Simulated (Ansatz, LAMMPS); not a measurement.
# Amorphous 73P2O5-20PbO-7Al2O3 (mol %) (88 atoms) under strain, part 2 of 4

How stiff is amorphous 73P2O5-20PbO-7Al2O3 (mol %) (88 atoms), and how do its levels respond to strain?

Ansatz 0.2.0; Kohn-Sham DFT, LDA, PAW (set soft_2), plane waves.

The cell: 22 P, 3 Pb, 2 Al and 61 O. The quench rate of 10 K/ps is many orders above laboratory rates. The starting topology of bonds comes from the classical model. Only the Γ point is sampled. Spin–orbit coupling is left out.

So far. Step 2 (Single point at the start): The r.m.s. force at the start is 1.4 eV/Å.

## Step 3: Cell and atoms relaxed

The cell is relaxed with the atoms, since the starting lattice needn't suit this functional.

input.yaml reads:

```yaml
crystal:
  lattice:
    - [10.74473, 0.0, 0.0]
    - [0.0, 10.74473, 0.0]
    - [0.0, 0.0, 10.74473]
  atoms:
    [... the 88 atom lines of step 2 ...]
kpoints:
  mp_grid: { grid: [1, 1, 1] }
hamiltonian:
  xc: lda
scf:
  occupations: { method: gaussian, width: 0.025 }
output:
  forces: true
relax:
  f_tol: 0.05
  max_steps: 150
  cell: {}
```

On the command line:

```sh
> ansatz run input.yaml --threads 4 --pin off --max-ram 8192MiB --backend cpu --events-out ev --progress --plain --runs-dir out
```

Numbers of over 12 decimals in the logs are rounded to 6 here.

The program printed:

```text
[...]
Crystal: 88 atoms, lattice volume = 1240.471 Å³
Basis set: ecut = 420 eV, 24207 PW (Γ)
Bands: 350, of which v1, the nominal top of the filled ones, is band 262 counted from 1 (261 counted from 0)
Symmetry: 1 space group operations
[...]
k-points: 1
[...]
SCF iter   1: F=—  HF=-85691.031886 eV  |F-HF|=—  |Δ(HF+E_count)|=         —  Δρ=1.26e-2  dr2=1.86e0  ethr=1.77e-3  ⟨swp⟩=7.0  Hψ=1848  notcnv=0  defer=67
[...]
SCF iter  10: F=—  HF=-85690.481271 eV  |F-HF|=—  |Δ(HF+E_count)|=   3.62e-7  Δρ=3.07e-6  dr2=2.04e-7  ethr=2.39e-10  ⟨swp⟩=2.0  Hψ=500  notcnv=0  defer=84
SCF iter  11: F=-85690.481271 eV  HF=-85690.481271 eV  |F-HF|=2.60e-8  |Δ(HF+E_count)|=   1.92e-7  Δρ=2.49e-6  dr2=7.37e-8  ethr=1.91e-11  ⟨swp⟩=6.0  Hψ=1146  notcnv=0
SCF 1 converged in 11 iterations: F = -85690.481271 eV  dr2 = 7.37e-8
[...]
relax step   1: F+E_penalty+E_count = -85690.48127105 eV  Δ(F+E_penalty+E_count) = +0.000e0 eV  max|allowed force component| = 5.216e0 eV/Å  Δτ_max = 0.0000 Å  P = -8.682 GPa  Ω = 1240.471 Å³  (11 SCF iters, dr2 threshold 1.00e-7 eV, accepted)
[... from here on, the SCF cycles and remarks between the steps are left out ...]
relax step   2: F+E_penalty+E_count = -85695.66017276 eV  Δ(F+E_penalty+E_count) = -5.179e0 eV  max|allowed force component| = 3.791e0 eV/Å  Δτ_max = 0.1949 Å  P = -4.461 GPa  Ω = 1180.482 Å³  energy of the carried Pulay correction = +3.165e-1 eV  (8 SCF iters, dr2 threshold 8.80e-6 eV, accepted)
relax step   3: F+E_penalty+E_count = -85699.00996412 eV  Δ(F+E_penalty+E_count) = -3.350e0 eV  max|allowed force component| = 1.266e0 eV/Å  Δτ_max = 0.1952 Å  P = +2.859 GPa  Ω = 1107.299 Å³  energy of the carried Pulay correction = +7.245e-1 eV  (8 SCF iters, dr2 threshold 8.80e-6 eV, accepted)
relax step   4: F+E_penalty+E_count = -85699.84218936 eV  Δ(F+E_penalty+E_count) = -8.322e-1 eV  max|allowed force component| = 9.865e-1 eV/Å  Δτ_max = 0.1851 Å  P = +1.694 GPa  Ω = 1113.093 Å³  energy of the carried Pulay correction = +6.913e-1 eV  (8 SCF iters, dr2 threshold 8.80e-6 eV, accepted)
relax step   5: F+E_penalty+E_count = -85700.69409210 eV  Δ(F+E_penalty+E_count) = -8.519e-1 eV  max|allowed force component| = 6.477e-1 eV/Å  Δτ_max = 0.2000 Å  P = +0.789 GPa  Ω = 1117.241 Å³  energy of the carried Pulay correction = +6.676e-1 eV  (8 SCF iters, dr2 threshold 8.80e-6 eV, accepted)
relax step   6: F+E_penalty+E_count = -85701.06307786 eV  Δ(F+E_penalty+E_count) = -3.690e-1 eV  max|allowed force component| = 8.967e-1 eV/Å  Δτ_max = 0.1949 Å  P = -0.648 GPa  Ω = 1129.954 Å³  energy of the carried Pulay correction = +5.955e-1 eV  (8 SCF iters, dr2 threshold 8.80e-6 eV, accepted)
relax step   7: F+E_penalty+E_count = -85701.77117681 eV  Δ(F+E_penalty+E_count) = -7.081e-1 eV  max|allowed force component| = 6.668e-1 eV/Å  Δτ_max = 0.2000 Å  P = -0.351 GPa  Ω = 1129.437 Å³  energy of the carried Pulay correction = +5.984e-1 eV  (8 SCF iters, dr2 threshold 8.80e-6 eV, accepted)
relax step   8: F+E_penalty+E_count = -85702.07716113 eV  Δ(F+E_penalty+E_count) = -3.060e-1 eV  max|allowed force component| = 4.415e-1 eV/Å  Δτ_max = 0.2000 Å  P = -0.079 GPa  Ω = 1131.127 Å³  energy of the carried Pulay correction = +5.889e-1 eV  (7 SCF iters, dr2 threshold 8.80e-6 eV, accepted)
relax step   9: F+E_penalty+E_count = -85702.15229435 eV  Δ(F+E_penalty+E_count) = -7.513e-2 eV  max|allowed force component| = 6.991e-1 eV/Å  Δτ_max = 0.1519 Å  P = -0.149 GPa  Ω = 1132.084 Å³  energy of the carried Pulay correction = +5.835e-1 eV  (8 SCF iters, dr2 threshold 8.80e-6 eV, accepted)
relax step  10: F+E_penalty+E_count = -85702.38176617 eV  Δ(F+E_penalty+E_count) = -2.295e-1 eV  max|allowed force component| = 3.583e-1 eV/Å  Δτ_max = 0.2000 Å  P = +0.103 GPa  Ω = 1134.353 Å³  energy of the carried Pulay correction = +5.707e-1 eV  (7 SCF iters, dr2 threshold 8.80e-6 eV, accepted)
relax step  11: F+E_penalty+E_count = -85702.55803338 eV  Δ(F+E_penalty+E_count) = -1.763e-1 eV  max|allowed force component| = 3.955e-1 eV/Å  Δτ_max = 0.2000 Å  P = +0.024 GPa  Ω = 1137.339 Å³  energy of the carried Pulay correction = +5.540e-1 eV  (7 SCF iters, dr2 threshold 8.02e-6 eV, accepted)
relax step  12: F+E_penalty+E_count = -85702.71296135 eV  Δ(F+E_penalty+E_count) = -1.549e-1 eV  max|allowed force component| = 3.655e-1 eV/Å  Δτ_max = 0.1946 Å  P = -0.439 GPa  Ω = 1138.408 Å³  energy of the carried Pulay correction = +5.480e-1 eV  (7 SCF iters, dr2 threshold 8.80e-6 eV, accepted)
relax step  13: F+E_penalty+E_count = -85702.86065840 eV  Δ(F+E_penalty+E_count) = -1.477e-1 eV  max|allowed force component| = 4.504e-1 eV/Å  Δτ_max = 0.1931 Å  P = +0.211 GPa  Ω = 1135.102 Å³  energy of the carried Pulay correction = +5.665e-1 eV  (7 SCF iters, dr2 threshold 8.35e-6 eV, accepted)
[...]
relax step  30: F+E_penalty+E_count = -85703.31721001 eV  Δ(F+E_penalty+E_count) = -5.306e-3 eV  max|allowed force component| = 2.569e-1 eV/Å  Δτ_max = 0.2000 Å  P = -0.052 GPa  Ω = 1127.260 Å³  energy of the carried Pulay correction = +6.107e-1 eV  (9 SCF iters, dr2 threshold 6.42e-7 eV, rejected (line search))
relax step  31: F+E_penalty+E_count = -85703.33922031 eV  Δ(F+E_penalty+E_count) = -2.732e-2 eV  max|allowed force component| = 6.618e-2 eV/Å  Δτ_max = 0.0942 Å  P = +0.041 GPa  Ω = 1130.570 Å³  energy of the carried Pulay correction = +5.920e-1 eV  (12 SCF iters, accepted)
relax step  32: F+E_penalty+E_count = -85703.34830062 eV  Δ(F+E_penalty+E_count) = -9.080e-3 eV  max|allowed force component| = 7.177e-2 eV/Å  Δτ_max = 0.0563 Å  P = -0.091 GPa  Ω = 1129.232 Å³  energy of the carried Pulay correction = +5.996e-1 eV  (8 SCF iters, dr2 threshold 2.74e-7 eV, accepted)
relax step  33: F+E_penalty+E_count = -85703.34978861 eV  Δ(F+E_penalty+E_count) = -1.488e-3 eV  max|allowed force component| = 6.318e-2 eV/Å  Δτ_max = 0.0182 Å  P = +0.008 GPa  Ω = 1129.452 Å³  energy of the carried Pulay correction = +5.983e-1 eV  (7 SCF iters, dr2 threshold 3.22e-7 eV, accepted)
relax step  34: F+E_penalty+E_count = -85703.35042454 eV  Δ(F+E_penalty+E_count) = -6.359e-4 eV  max|allowed force component| = 4.521e-2 eV/Å  Δτ_max = 0.0089 Å  P = +0.006 GPa  Ω = 1129.569 Å³  energy of the carried Pulay correction = +5.977e-1 eV  (6 SCF iters, dr2 threshold 2.49e-7 eV, accepted)
relax step  35: F+E_penalty+E_count = -85703.09646066 eV  Δ(F+E_penalty+E_count) = +2.540e-1 eV  max|allowed force component| = 4.339e-2 eV/Å  Δτ_max = 0.0000 Å  P = -0.431 GPa  Ω = 1129.569 Å³  stress off target by 7.12e-1 GPa  SCF on the basis re-selected at this cell (its energy is not comparable with the rows above)  (8 SCF iters)
relax step  36: F+E_penalty+E_count = -85703.13708950 eV  Δ(F+E_penalty+E_count) = -4.063e-2 eV  max|allowed force component| = 4.249e-1 eV/Å  Δτ_max = 0.1922 Å  P = +0.160 GPa  Ω = 1105.412 Å³  energy of the carried Pulay correction = +1.325e-1 eV  (9 SCF iters, dr2 threshold 1.27e-6 eV, rejected (line search))
relax step  37: F+E_penalty+E_count = -85703.20279773 eV  Δ(F+E_penalty+E_count) = -1.063e-1 eV  max|allowed force component| = 8.283e-2 eV/Å  Δτ_max = 0.0743 Å  P = +0.159 GPa  Ω = 1115.616 Å³  energy of the carried Pulay correction = +7.653e-2 eV  (13 SCF iters, accepted)
relax step  38: F+E_penalty+E_count = -85703.20555324 eV  Δ(F+E_penalty+E_count) = -2.756e-3 eV  max|allowed force component| = 6.888e-2 eV/Å  Δτ_max = 0.0288 Å  P = +0.024 GPa  Ω = 1116.219 Å³  energy of the carried Pulay correction = +7.345e-2 eV  (7 SCF iters, dr2 threshold 4.29e-7 eV, accepted)
relax step  39: F+E_penalty+E_count = -85703.17844615 eV  Δ(F+E_penalty+E_count) = +2.711e-2 eV  max|allowed force component| = 2.488e-1 eV/Å  Δτ_max = 0.1500 Å  P = -0.120 GPa  Ω = 1114.365 Å³  energy of the carried Pulay correction = +8.355e-2 eV  (9 SCF iters, dr2 threshold 2.97e-7 eV, rejected (line search))
relax step  40: F+E_penalty+E_count = -85703.21312043 eV  Δ(F+E_penalty+E_count) = -7.567e-3 eV  max|allowed force component| = 4.755e-2 eV/Å  Δτ_max = 0.0382 Å  P = +0.011 GPa  Ω = 1115.758 Å³  energy of the carried Pulay correction = +7.589e-2 eV  (12 SCF iters, accepted)
relax step  41: F+E_penalty+E_count = -85703.14048674 eV  Δ(F+E_penalty+E_count) = +7.263e-2 eV  max|allowed force component| = 4.763e-2 eV/Å  Δτ_max = 0.0000 Å  P = -0.062 GPa  Ω = 1115.758 Å³  stress off target by 1.49e-1 GPa  SCF on the basis re-selected at this cell (its energy is not comparable with the rows above)  (6 SCF iters)
relax step  42: F+E_penalty+E_count = -85703.15277873 eV  Δ(F+E_penalty+E_count) = -1.229e-2 eV  max|allowed force component| = 2.940e-1 eV/Å  Δτ_max = 0.0750 Å  P = +0.087 GPa  Ω = 1112.353 Å³  energy of the carried Pulay correction = +1.921e-2 eV  (9 SCF iters, dr2 threshold 5.53e-8 eV, rejected (line search))
relax step  43: F+E_penalty+E_count = -85703.16038369 eV  Δ(F+E_penalty+E_count) = -1.990e-2 eV  max|allowed force component| = 3.481e-2 eV/Å  Δτ_max = 0.0365 Å  P = +0.011 GPa  Ω = 1112.974 Å³  energy of the carried Pulay correction = +1.574e-2 eV  (11 SCF iters, accepted)
relax step  44: F+E_penalty+E_count = -85703.14467084 eV  Δ(F+E_penalty+E_count) = +1.571e-2 eV  max|allowed force component| = 3.496e-2 eV/Å  Δτ_max = 0.0000 Å  P = +0.002 GPa  Ω = 1112.974 Å³  stress off target by 1.11e-2 GPa  SCF on the basis re-selected at this cell (its energy is not comparable with the rows above)  (5 SCF iters)
[...]
SCF converged after 5 iterations
Free energy (F): -85703.144671 eV
[...]
Internal energy: -85703.144671 eV  (E = F + TS)
E sigma→0 (E₀):  -85703.144671 eV
Fermi energy:    6.054672 eV
[...]
Σ components = -85703.144671   (vs F -85703.144671, Δ=0.00e0)
--- Forces (eV/Å), atoms counted from 1 ---
  atom   1  P      0.00029865    -0.00473230    -0.02258023
  atom   2  P      0.00512476    -0.00191590    -0.02480545
  atom   3  P     -0.00451577     0.02035584     0.00097462
  atom   4  P      0.00808480    -0.00614147     0.01926030
[...]
atom  88  O     -0.00134533    -0.00055546    -0.00058171
  max |Σ_I F_I| component: 5.26e-5 eV/Å
--- Stress (GPa, compression-positive) ---
        0.006389      -0.000925       0.000008
       -0.000925      -0.002425      -0.010077
        0.000009      -0.010077       0.000613
  P = ⅓ Tr σ = 0.0015 GPa (0.015 kbar)
--- Relaxed structure (41 steps of the walk, 36 accepted, 3 SCFs on fresh bases) ---
  F+E_penalty+E_count = -85703.14467084 eV   max|allowed force component| = 3.496e-2 eV/Å   (the final SCF, on the basis selected at the relaxed cell)
  cell:  # Å, volume = 1112.9744 Å³
    - [10.401279, 0.334422, 0.155572]
    - [0.334422, 10.518560, -0.551183]
    - [0.155572, -0.551183, 10.215014]
  atoms:
    - { symbol: P, position: [0.268174, 0.829703, 0.553419] }
    - { symbol: P, position: [0.464040, 0.123121, 0.260226] }
    - { symbol: P, position: [0.119637, 0.593726, 0.542843] }
    - { symbol: P, position: [0.149837, 0.096031, 0.774079] }
[...]
- { symbol: O, position: [0.870798, 0.430728, 0.217271] }
```

Run time: 4.6 min. Hardware: 4 threads of Intel Xeon Platinum 8488C (Sapphire Rapids), shared host; peak memory 1.6 GiB.

The relaxation converged after 41 steps, with a largest force component of 0.035 eV/Å.

## Step 4: Single point at the relaxed geometry

The electronic structure is read at the final geometry, in a run of its own.

input.yaml reads:

```yaml
crystal:
  lattice:
    - [10.40128, 0.33442, 0.15557]
    - [0.33442, 10.51856, -0.55118]
    - [0.15557, -0.55118, 10.21501]
  atoms:
    - { symbol: P, position: [0.26817, 0.8297, 0.55342] }
    - { symbol: P, position: [0.46404, 0.12312, 0.26023] }
    - { symbol: P, position: [0.11964, 0.59373, 0.54284] }
    - { symbol: P, position: [0.14984, 0.09603, 0.77408] }
    - { symbol: P, position: [0.98076, 0.37647, 0.61383] }
    - { symbol: P, position: [0.10106, 0.68414, 0.27296] }
    [... 76 atom lines left out ...]
    - { symbol: O, position: [0.04552, 0.25828, 0.55241] }
    - { symbol: O, position: [0.05531, 0.57433, 0.17091] }
    - { symbol: O, position: [0.66457, 0.76756, 0.07412] }
    - { symbol: O, position: [0.07351, 0.83983, 0.86945] }
    - { symbol: O, position: [0.05409, 0.01857, 0.70582] }
    - { symbol: O, position: [0.8708, 0.43073, 0.21727] }
kpoints:
  mp_grid: { grid: [1, 1, 1] }
hamiltonian:
  xc: lda
scf:
  occupations: { method: gaussian, width: 0.025 }
output:
  forces: true
  stress: true
  populations: true
  dos:
    method: { smearing: { sigma: 0.1 } }
    de: 0.1
    projected: { site_lists: { Al: [Al], O: [O], P: [P], Pb: [Pb] } }
  eigenvalues: true
  write_density: true
  write_potential: true
  volumetric_format: npy
  elf: true
```

The program printed:

```text
[...]
Crystal: 88 atoms, lattice volume = 1112.974 Å³
Basis set: ecut = 420 eV, 21751 PW (Γ)
Bands: 350, of which v1, the nominal top of the filled ones, is band 262 counted from 1 (261 counted from 0)
Symmetry: 1 space group operations
[...]
k-points: 1
[...]
SCF iter   1: F=—  HF=-85703.625837 eV  |F-HF|=—  |Δ(HF+E_count)|=         —  Δρ=1.31e-2  dr2=1.64e0  ethr=1.77e-3  ⟨swp⟩=7.0  Hψ=1845  notcnv=0  defer=68
[...]
SCF iter  11: F=-85703.144660 eV  HF=-85703.144660 eV  |F-HF|=1.97e-8  |Δ(HF+E_count)|=   1.56e-7  Δρ=1.23e-6  dr2=2.31e-8  ethr=1.91e-11  ⟨swp⟩=24.0  Hψ=3494  notcnv=0
SCF 1 converged in 11 iterations: F = -85703.144660 eV  dr2 = 2.31e-8
[...]
SCF converged after 11 iterations
Free energy (F): -85703.144660 eV
[...]
Internal energy: -85703.144660 eV  (E = F + TS)
E sigma→0 (E₀):  -85703.144660 eV
Fermi energy:    6.054675 eV
[...]
--- Forces (eV/Å), atoms counted from 1 ---
  atom   1  P      0.00324756    -0.00387878    -0.02031290
  atom   2  P      0.00434132    -0.00170939    -0.02689103
  atom   3  P     -0.00762448     0.01830079     0.00257851
  atom   4  P      0.00618806    -0.00504830     0.01680653
  atom   5  P      0.01437549     0.01309577     0.00903297
  atom   6  P     -0.01445173     0.00879434     0.00429593
  atom   7  P      0.00374206     0.00283560     0.01712891
  atom   8  P     -0.01107006    -0.00780667     0.00237105
  atom   9  P     -0.00511208     0.01109257     0.00122875
  atom  10  P      0.01996386    -0.03268036     0.01922300
  atom  11  P     -0.00651724     0.00856580     0.00461133
  atom  12  P      0.01046030     0.00352838     0.01669631
  atom  13  P     -0.00905737    -0.02766150     0.01154024
  atom  14  P      0.01161154    -0.00245193     0.00557318
[...]
atom  87  O     -0.01054615     0.00213471    -0.00647735
  atom  88  O     -0.00343454    -0.00281530     0.00221769
  max |Σ_I F_I| component: 9.06e-5 eV/Å
--- Stress (GPa, compression-positive) ---
        0.007029      -0.001476      -0.000105
       -0.001476      -0.002408      -0.009674
       -0.000105      -0.009674       0.000131
  P = ⅓ Tr σ = 0.0016 GPa (0.016 kbar)
--- Band table (eV) ---
[...]
--- Löwdin populations: 88 sites ---
  site symbol       q [e]
     0      P      2.8868
     1      P      2.8585
     2      P      2.8238
[...]
87      O      6.7201
  spilling = 0.016954 (of n_electrons = 524.000000)
```

The job ended after 10 s (4 threads; peak memory 1.5 GiB).

The run gave:

```yaml
free_energy: -85703.1447 eV
free_energy_per_atom: -973.8994 eV/atom
scf_cycles: 11
pressure: 0.001584 GPa
r_m_s_force_component: 0.0083 eV/Å
longest_force: 0.04285 eV/Å
fermi_energy: 6.055 eV
spacing_of_highest_filled_and_lowest_empty_level: 4.271 eV
spilling_of_the_projection: 0.01695
```

Density of states as counts of states in windows of 1 eV (from the Fermi level), total and the larger projections:

| from (eV) | to (eV) | total | O p | P p | O s |
| --- | --- | --- | --- | --- | --- |
| -14 | -13 | 9.3 | 5.7 | 1.6 | 0.9 |
| -13 | -12 | 13.4 | 8.7 | 2.9 | 0.7 |
| -12 | -11 | 15.1 | 10.2 | 3.3 | 0.6 |
| -11 | -10 | 9.6 | 6.6 | 1.6 | 0.4 |
| -10 | -9 | 18.1 | 11.8 | 1.7 | 1.2 |
| -9 | -8 | 27.0 | 20.3 | 2.4 | 2.6 |
| -8 | -7 | 41.5 | 32.8 | 3.2 | 3.3 |
| -7 | -6 | 46.5 | 39.4 | 2.3 | 2.5 |
| -6 | -5 | 48.8 | 43.2 | 1.6 | 1.9 |
| -5 | -4 | 49.8 | 44.6 | 1.8 | 1.2 |
| -4 | -3 | 56.3 | 51.9 | 1.7 | 0.6 |
| -3 | -2 | 22.9 | 20.4 | 0.4 | 0.2 |
| -2 | 1 | 0.0 | 0.0 | 0.0 | 0.0 |
| 1 | 2 | 0.1 | 0.0 | 0.0 | 0.0 |
| 2 | 3 | 6.1 | 0.7 | 0.7 | 1.0 |
| 3 | 4 | 21.1 | 2.3 | 3.3 | 2.7 |
| 4 | 5 | 26.8 | 4.0 | 8.6 | 3.3 |

Between -26 and -14 eV lie 166 more states.

The levels nearest the highest filled one (over half full), pooled over k-points and spins:

| level less the highest filled one (eV) | occupation |
| --- | --- |
| -0.599 | 2 |
| -0.521 | 2 |
| -0.445 | 2 |
| -0.350 | 2 |
| -0.336 | 2 |
| 0 | 2 |
| 4.27 | 0 |
| 4.95 | 0 |
| 5.06 | 0 |
| 5.21 | 0 |
| 5.31 | 0 |
| 5.39 | 0 |

Electrostatic potential energy in the bc plane at fractional x = 0.402, with atoms of P and Pb and Al and O within 0.2 Å of it. With pseudopotentials it is smooth inside the atoms' cores, unlike the true potential.

Ten even steps from '_' (-49 eV) to '@' (11 eV), each cell a mean:
```
--%%@@@@@@@@@@%%##**####**##%%%%%%@@@@@@@@@@@@@@%%==::====::
++%%@@@@@@@@@@%%****####****==::==%%%%@@@@@@@@@@%%++::----::
%%@@@@@@@@@@%%##************::__::++****%%%%@@@@%%##==----++
@@@@@@@@@@##--::--####%%%%%%++----..__..++%%@@@@@@@@%%%%%%%%
@@@@@@@@@@**..__--%%@@@@@@@@%%##--______--%%@@@@@@@@@@@@@@@@
@@@@@@@@%%**----**@@@@@@@@@@@@##==____..**%%@@@@@@@@@@@@@@@@
@@@@@@##--....==##@@@@@@@@@@%%##====++**%%@@@@@@@@@@@@@@@@@@
@@@@%%++______::##%%@@@@@@%%**::__--##%%@@@@@@@@@@@@@@@@@@@@
@@@@##++..__..==++==**%%%%##++....==%%@@@@@@@@@@@@@@@@@@@@@@
@@@@%%##**++****::..--**==::--==++%%@@@@@@@@@@@@@@@@@@@@@@@@
@@@@@@@@@@%%%%##--::====____..++%%@@@@@@@@@@@@%%####%%@@@@@@
@@@@@@@@@@@@@@@@%%%%##++..__--##%%@@@@@@@@@@@@++..::**@@@@@@
@@@@@@@@@@@@@@@@@@@@@@%%**----**@@@@@@@@@@@@%%--__..++%%@@@@
%%%%@@@@@@@@@@@@@@@@@@@@++..__==@@@@@@@@@@@@@@**====**##%%%%
--++%%@@@@@@@@@@@@@@@@@@++::::++@@@@@@@@@@@@@@%%%%**++**##**
::==##%%##%%%%@@@@@@@@@@@@####@@@@@@@@@@@@@@@@%%%%##****##++
**####++==**%%@@@@@@@@@@@@@@@@@@@@@@@@@@@@@@%%%%######%%%%##
@@%%**--::++##%%@@@@@@@@@@@@@@@@@@@@@@%%######==--**%%@@@@@@
@@%%##++++##%%@@@@@@@@@@@@@@@@@@%%%%##==::--++----**@@@@@@@@
@@@@%%%%%%%%@@@@@@@@@@@@@@@@@@@@**++==______==##%%@@@@@@@@@@
@@@@%%@@@@@@@@@@@@%%%%@@@@@@@@@@##**==..__..++%%@@@@@@@@@@@@
@@@@@@@@@@@@@@@@@@####@@@@@@@@@@@@%%##++==**%%@@@@@@@@%%%%%%
%%@@@@@@@@@@@@@@@@%%%%%%%%@@@@@@@@@@@@%%%%##%%@@@@%%##++==++
++%%@@@@@@@@@@@@%%##******%%@@@@@@@@@@@@@@%%@@@@%%##--::::::
```
Columns run along b (10.5 Å; values clipped at the 3rd and 97th percentile), rows up along c (10.2 Å). Atoms in or near the plane, at fractional coordinates: P at (0.60, 0.80), P at (0.18, 0.67), Pb at (0.93, 0.96), Al at (0.35, 0.95), O at (0.82, 0.48), O at (0.46, 0.41), O at (0.51, 0.89), O at (0.53, 0.66), O at (0.23, 0.81).

ELF in the bc plane at fractional x = 0.402, with atoms of P and Pb and Al and O within 0.2 Å of it. It is the smooth field of the valence electrons, not physical close to the nuclei.

Ten even steps from '0' (0.00) to '9' (0.84), each cell a mean:
```
531000000000068984114541242001
531001343000399898410000253113
420027899610698689632210145445
200169979951489897225542024443
000169748840145661015653000110
001258988620001354125431000000
024433674100015899732110024310
257830035552048869830000234300
478962389996359869830000111100
588884488688448988510001221000
367752389898203432000036886300
012210279864356630000179889610
221000013215899972000389568611
896200000027966994000379998425
998301100027988983000024564369
997224420015999730000012343479
985368741001343100000147884258
433489741000000134432589996113
124455410111002788862699997100
356531102565104899940277773000
578631027998303899831342110001
367730159998401565446874101111
224410157886300011147886213443
421000024431002210037985134223
```
Columns run along b (10.5 Å), rows up along c (10.2 Å). Atoms in or near the plane, at fractional coordinates: P at (0.60, 0.80), P at (0.18, 0.67), Pb at (0.93, 0.96), Al at (0.35, 0.95), O at (0.82, 0.48), O at (0.46, 0.41), O at (0.51, 0.89), O at (0.53, 0.66), O at (0.23, 0.81).

Filled and empty levels are parted by 4.27 eV (at Γ alone); a local or semilocal functional narrows such gaps, while the missing spin–orbit coupling widens them for these heavy elements, so the errors pull opposite ways. In a disordered cell it changes from sample to sample, and tail or defect levels can set it.

(Part 2 of 4 ends here.)

[Logs are printed without paths, hosts, clocks, repeated set-up lines and the standing remarks that a program may print on its own settings, such as how far it seeks lower states.]

[Hosts, paths, dates, database ids (printed as entryN), source tags and the programs' standing remarks are cut or masked in the printed files.]
